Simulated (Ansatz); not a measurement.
# What BeAsPt (built on the BaAsPd structure) distorts into, part 3 of 3

Which phase does BeAsPt (built on the BaAsPd structure) fall into along its unstable mode, and how much energy does it gain?

Ansatz 0.2.0; DFT PBEsol, scalar-relativistic, plane waves, norm-conserving pseudopotentials.

So far. Step 4 (The mode frozen in, largest atomic shift 0.32 Å): The run ends at a pressure of 2.49 GPa, with forces up to 0.65 eV/Å. Step 5 (Energy along the mode, all amplitudes (two of the runs …): The lowest step is at 0.32 Å, 45.2 meV/atom below the parent, and the energy rises beyond it.

The structure was built from a prototype and need not be the compound's stable phase.

### 7. The new phase in its own primitive cell

The relaxed structure is symmetrised, reduced to its primitive cell and relaxed tightly, as its phonons need.

Contents of input.yaml:

```yaml
crystal:
  lattice:
    - [-1.7423779497, 2.7676715261, 4.5879049951]
    - [1.7423779497, -2.7676715261, 4.5879049951]
    - [1.7423779497, 2.7676715261, -4.5879049951]
  atoms:
    - { symbol: Be, position: [0.4616228893, 0.9616228893, 0.5] }
    - { symbol: Be, position: [0.951151456, 0.951151456, 0.0] }
    - { symbol: As, position: [0.3878610964, 0.6647635102, 0.7230975862] }
    - { symbol: As, position: [0.941665924, 0.6647635102, 0.2769024138] }
    - { symbol: Pt, position: [0.6269706942, 0.3788493172, 0.2481213771] }
    - { symbol: Pt, position: [0.1307279401, 0.3788493172, 0.7518786229] }
kpoints:
  mp_grid: { grid: [12, 12, 12] }
hamiltonian:
  xc: pbesol
  pseudopotentials: { kind: nc }
scf:
  occupations: { method: methfessel_paxton, width: 0.2 }
output:
  forces: true
  stress: true
  eigenvalues: true
relax:
  adjacent_minimum: "off"
  f_tol: 0.001
  max_steps: 60
  cell: { stress_tol: 0.01 }
```

Run with:

```bash
> ansatz run input.yaml --threads 8 --pin off --max-ram 14336MiB --backend cpu --events-out ev --progress --plain --runs-dir out
```

The program printed:

```text
[...]
Crystal: 6 atoms, lattice volume = 88.498 Å³
Basis set: ecut = 1197.300995 eV, 8315 PW (Γ), exchange–correlation on 128×128×128 points (8 copies of the dense FFT grid, shifted against one another)
Bands: 45, of which v1, the nominal top of the filled ones, is band 37 counted from 1 (36 counted from 0)
Symmetry: 4 space group operations
[...]
- [-1.744181, 2.764865, 4.589655]
    - [1.744181, -2.764865, 4.589655]
    - [1.744181, 2.764865, -4.589655]
  atoms:
    - { symbol: Be, position: [0.460701, 0.960701, 0.500000] }
    - { symbol: Be, position: [0.951734, 0.951734, -1.651849e-17] }
    - { symbol: As, position: [0.388112, 0.664828, 0.723284] }
    - { symbol: As, position: [0.941544, 0.664828, 0.276716] }
    - { symbol: Pt, position: [0.627155, 0.378955, 0.248199] }
    - { symbol: Pt, position: [0.130756, 0.378955, 0.751801] }
[key lines of the parts left out:]
SCF converged after 5 iterations
Free energy (F): -13626.962602 eV
Fermi energy:    15.061729 eV
P = ⅓ Tr σ = -0.0004 GPa (-0.004 kbar)
```

Run time: 88 s. Hardware: 8 threads of AMD EPYC 9R45, shared host; peak memory 3.2 GiB.

The steps of the relaxation:

| step | energy less that of the first step (eV) | largest force component (eV/Å) | pressure (GPa) | volume (Å³) |
| --- | --- | --- | --- | --- |
| 1 | 0.0000 | 0.0105 | 0.01 | 88.50 |
| 2 | -0.0001 | 0.0093 | 0.03 | 88.49 |
| 3 | -0.0002 | 0.0060 | 0.00 | 88.52 |
| 4 | -0.0002 | 0.0052 | 0.01 | 88.53 |
| 5 | -0.0002 | 0.0010 | 0.00 | 88.53 |
| 6* | -0.0002 | 0.0009 | 0.00 | 88.53 |

Relaxation steps marked * repeat the geometry before them on a plane-wave basis chosen anew for their cell, so energy and pressure can jump there.

The run keeps the 4 symmetry operations that the program found, so distortions that break them were not tested.

| conventional cell, symmetrised | before | after | change |
| --- | --- | --- | --- |
| a (Å) | 3.485 | 3.488 | +0.1 % |
| b (Å) | 5.535 | 5.530 | -0.1 % |
| c (Å) | 9.176 | 9.179 | +0.0 % |
| volume (Å³/atom) | 14.75 | 14.76 | +0.0 % |

Final coordinates:

```xyz
6
Lattice="-1.7442 2.7649 4.5897 1.7442 -2.7649 4.5897 1.7442 2.7649 -4.5897" Properties=species:S:1:pos:R:3 pbc="T T T"
Be    1.7442    0.0000    4.2289
Be    0.0000    0.0000    8.7363
As    1.7442    1.2347    1.5130
As    0.0000    1.5302    6.1027
Pt    0.0000    1.3725    3.4785
Pt    1.7442    1.3924   -1.1111
```

Read from the output:

- pressure: -3.54e-4 GPa
- volume per atom: 14.76 Å³

The largest force component left is 0.95 meV/Å and the pressure is 0.000 GPa, within the tolerances set. The cell now holds 14.76 Å³/atom.

### 8. Modes of the new phase, k-mesh 12×12×12

A relaxed structure may still be a saddle point, so its zone-centre modes are computed. No field response is asked, since the mesh shows no gap.

Contents of input.yaml:

```yaml
crystal:
  lattice:
    - [-1.7441806789, 2.7648649032, 4.5896548951]
    - [1.7441806789, -2.7648649032, 4.5896548951]
    - [1.7441806789, 2.7648649032, -4.5896548951]
  atoms:
    - { symbol: Be, position: [0.4607005561, 0.9607005561, 0.5] }
    - { symbol: Be, position: [0.951733603, 0.951733603, 0.0] }
    - { symbol: As, position: [0.3881115058, 0.6648276798, 0.7232838259] }
    - { symbol: As, position: [0.9415438539, 0.6648276798, 0.2767161741] }
    - { symbol: Pt, position: [0.6271547075, 0.3789552406, 0.2481994669] }
    - { symbol: Pt, position: [0.1307557737, 0.3789552406, 0.7518005331] }
kpoints:
  mp_grid: { grid: [12, 12, 12] }
hamiltonian:
  xc: pbesol
  pseudopotentials: { kind: nc }
scf:
  occupations: { method: methfessel_paxton, width: 0.2 }
output:
  eigenvalues: true
phonons:
  method: dfpt
```

The program printed:

```text
zone centre: on kpoints.mp_grid the ground state, and the responses unless they are solved on pairs of k-points, stand on 476 of the mesh's 1728 k-points, reduced under 2 symmetry operations, with k and −k counted as one. Each operation leaves every solved displacement unchanged or reverses it
[...]
Crystal: 6 atoms, lattice volume = 88.533 Å³
Basis set: ecut = 1197.300995 eV, 8323 PW (Γ), exchange–correlation on 128×128×128 points (8 copies of the dense FFT grid, shifted against one another)
Bands: 45, of which v1, the nominal top of the filled ones, is band 37 counted from 1 (36 counted from 0)
Symmetry: 4 space group operations
k-points: 476 of 1728 (irreducible under 2 space group operations, time reversal used)
[...]
SCF iter   1: F=—  HF=-13630.003338 eV  |F-HF|=—  |Δ(HF+E_count)|=         —  Δρ=1.09e-1  dr2=1.39e1  ethr=3.10e-3  ⟨swp⟩=7.2  Hψ=91353  notcnv=0
[...]
SCF iter  12: F=-13626.962602 eV  HF=-13626.962602 eV  |F-HF|=3.64e-12  |Δ(HF+E_count)|=  1.09e-11  S|Δr|=    0.00e0  Δρ=6.84e-8  dr2=4.44e-12  ethr=1.00e-12  ⟨swp⟩=13.1  Hψ=121168  notcnv=0
SCF 1 converged in 12 iterations: F = -13626.962602 eV  dr2 = 4.44e-12
DFPT response loops at Γ: preconditioner auto → Kerker (q_TF=auto, 2.648 Å⁻¹) (partly filled bands, converged f_vac=0.000); β = 1.00, the filter's whole step (`scf.mixing.beta` (0.50) is not read by the response loops under this deck's `scf.mixing.preconditioner`; to damp them name `kerker` or `kerker_dos`, under which they read `scf.mixing.beta`, and type it under 1.00, their step now; both keys bind the ground state too); Broyden in place of MSR1
the response loops of the zone centre start from zero, take more passes and end by a threshold: the memory limit or budget leaves too little room for the subspace of the ground state's own states beside the solves, or none could be made (phonons.method)
SCF converged after 12 iterations
[...]
Free energy (F): -13626.962602 eV
[...]
Internal energy: -13626.965690 eV  (E = F + TS)
E sigma→0 (E₀):  -13626.963374 eV
Entropy (-TS):   0.003088 eV (0.515 meV/atom)
Fermi energy:    15.061729 eV
[...]
--- Band table (eV; the first three rows and the last of 476) ---
  k-point 0: bands = [... 33 lower, 12.8168, 13.0412, 14.0243, 15.9969, 16.1384, 16.8367, 17.4261, 18.4819, ... 4 higher]
  k-point 1: bands = [... 33 lower, 12.8135, 13.0247, 13.9417, 15.7323, 15.8858, 16.5760, 16.9825, 19.1855, ... 4 higher]
  k-point 2: bands = [... 33 lower, 12.8669, 12.9107, 13.7035, 14.8509, 15.3275, 16.3501, 16.7248, 18.6269, ... 4 higher]
  k-point 475: bands = [... 33 lower, 12.9422, 13.5496, 14.3651, 15.0651, 17.2031, 17.4755, 18.0658, 18.4741, ... 4 higher]
--- Phonons (Γ-DFPT): 12 representative perturbations + reference, on 476 of 1728 k-points (Σ response iterations 101) ---
  k mesh reduced under 2 symmetry operations, with k and −k counted as one. Each operation leaves every solved displacement unchanged or reverses it
  ASR residual: 1.258e-4 → 0.000e0 eV/Å²; symmetrization residual: 5.307e-5 eV/Å²
  ASR residual per site (eV/Å²): 2.11e-5 8.12e-5 1.26e-4 1.26e-4 6.14e-5 6.14e-5
  Γ frequencies (cm⁻¹): 0.00 0.00 0.00 53.44 85.18 85.70 101.91 123.56 139.18 140.68 173.15 199.18 224.31 275.65 321.07 407.07 452.15 494.84
  non-analytic LO–TO correction: not included (Born effective charges unavailable; polar crystals: no LO–TO splitting at Γ)
```

The job ended after 18 min (8 threads; peak memory 8.9 GiB).

This step gave:

```yaml
sum_rule_residual_before_enforcement: 1.26e-4 eV/Å²
point_group: mm2
highest_optical_mode_at_the_zone_centre_no_lo_to_term: 494.8 cm⁻¹
lowest_optical_zone_centre_mode: 53.44 cm⁻¹
```

Patterns of degenerate modes are one choice out of their space. The modes at Γ (shares of kinetic energy by element, %):

| mode | frequency (cm⁻¹) | symmetry | Be % | As % | Pt % |
| --- | --- | --- | --- | --- | --- |
| 1 | 0.0 | acoustic | 3 | 27 | 70 |
| 2 | 0.0 | acoustic | 3 | 27 | 70 |
| 3 | 0.0 | acoustic | 3 | 27 | 70 |
| 4 | 53.4 | B2 | 3 | 53 | 44 |
| 5 | 85.2 | B1 | 1 | 73 | 26 |
| 6 | 85.7 | A2 | 0 | 24 | 76 |
| 7 | 101.9 | B2 | 3 | 27 | 70 |
| 8 | 123.6 | A2 | 0 | 76 | 24 |
| 9 | 139.2 | B2 | 0 | 92 | 8 |
| 10 | 140.7 | A1 | 45 | 3 | 51 |
| 11 | 173.2 | A1 | 1 | 71 | 28 |
| 12 | 199.2 | A1 | 1 | 95 | 4 |
| 13 | 224.3 | A1 | 54 | 2 | 44 |
| 14 | 275.6 | A1 | 96 | 1 | 3 |
| 15 | 321.1 | B2 | 94 | 0 | 5 |
| 16 | 407.1 | B2 | 96 | 1 | 3 |
| 17 | 452.1 | B1 | 97 | 0 | 3 |
| 18 | 494.8 | B1 | 99 | 0 | 1 |

Displacements in mode 4 (53.4 cm⁻¹), the largest set to 1:
```
Be1  0.00 -0.95  0.00
Be2  0.00 -0.13  0.00
As3  0.00  1.00  0.13
As4  0.00  1.00 -0.13
Pt5  0.00 -0.36  0.45
Pt6  0.00 -0.36 -0.45
```

Displacements in mode 9 (139.2 cm⁻¹), the largest set to 1:
```
Be1  0.00 -0.25  0.00
Be2  0.00  0.15  0.00
As3  0.00  0.05  1.00
As4  0.00  0.05 -1.00
Pt5  0.00 -0.02 -0.18
Pt6  0.00 -0.02  0.18
```

Before it was imposed, the acoustic sum rule was missed by 1.3e-4 eV/Å². Small misses are needed for a sound result but don't prove that mesh and cutoff are converged. The lowest optical mode is real, 53.4 cm⁻¹.

### 9. Summary of results

```yaml
unstable_mode_of_the_parent: q = (0, -0.5, -0.5), 226i cm⁻¹
depth_at_the_lowest_point_sampled: 45.2 meV/atom
largest_atomic_shift_at_that_point: 0.32 Å
space_group_reached: Imm2
energy_gained_over_the_parent_first_relaxation_on_the_mesh_of_the_frozen_mode: 257 meV/atom
volume_per_atom_phase_reached: 14.8 Å³
lowest_optical_zone_centre_mode_phase_reached: 53.4 cm⁻¹
highest_optical_mode_at_the_zone_centre_no_lo_to_term_phase_reached: 495 cm⁻¹
```

**Reading.** Along this mode the structure falls into Imm2, 257 meV/atom below the parent. At the parent's cell the well is 45.25 meV/atom deep on the steps tried, with its lowest point at a shift of 0.32 Å. Relaxing atoms and cell changes the gain by +212.12 meV/atom against the lowest step (energies at zero smearing). Most of the total comes from this relaxation. The new phase has no imaginary mode at the zone centre of its cell; other wavevectors were not checked. Of the 2 patterns followed from this parent, this one reaches the lowest energy. Each path keeps the symmetry of its pattern, so a lower phase may lie along a pattern not tried. The q mesh stands for a supercell only 5.5 Å across, so branches between the solved wavevectors are rough. With no gap, or one that is small against the smearing, the frequencies hang on the k mesh and the smearing, most of all near Kohn anomalies. The phonon runs are without spin polarisation, although the cell has an odd electron count. Spin-orbit coupling is left out, which can matter for the heavy elements here. The starting cell was built on a prototype and not taken from a measurement, so the phase need not exist.

[Long decimals in the printed logs are rounded to 6 places.]

[Logs are printed without paths, hosts, clocks, repeated set-up lines and the standing remarks that a program may print on its own settings, such as how far it seeks lower states.]

[Hosts, paths, dates, database ids (printed as entryN), source tags and the programs' standing remarks are cut or masked in the printed files.]

[Where the starting crystal was built by hand or by swapping elements, it need not be the compound's stable phase.]
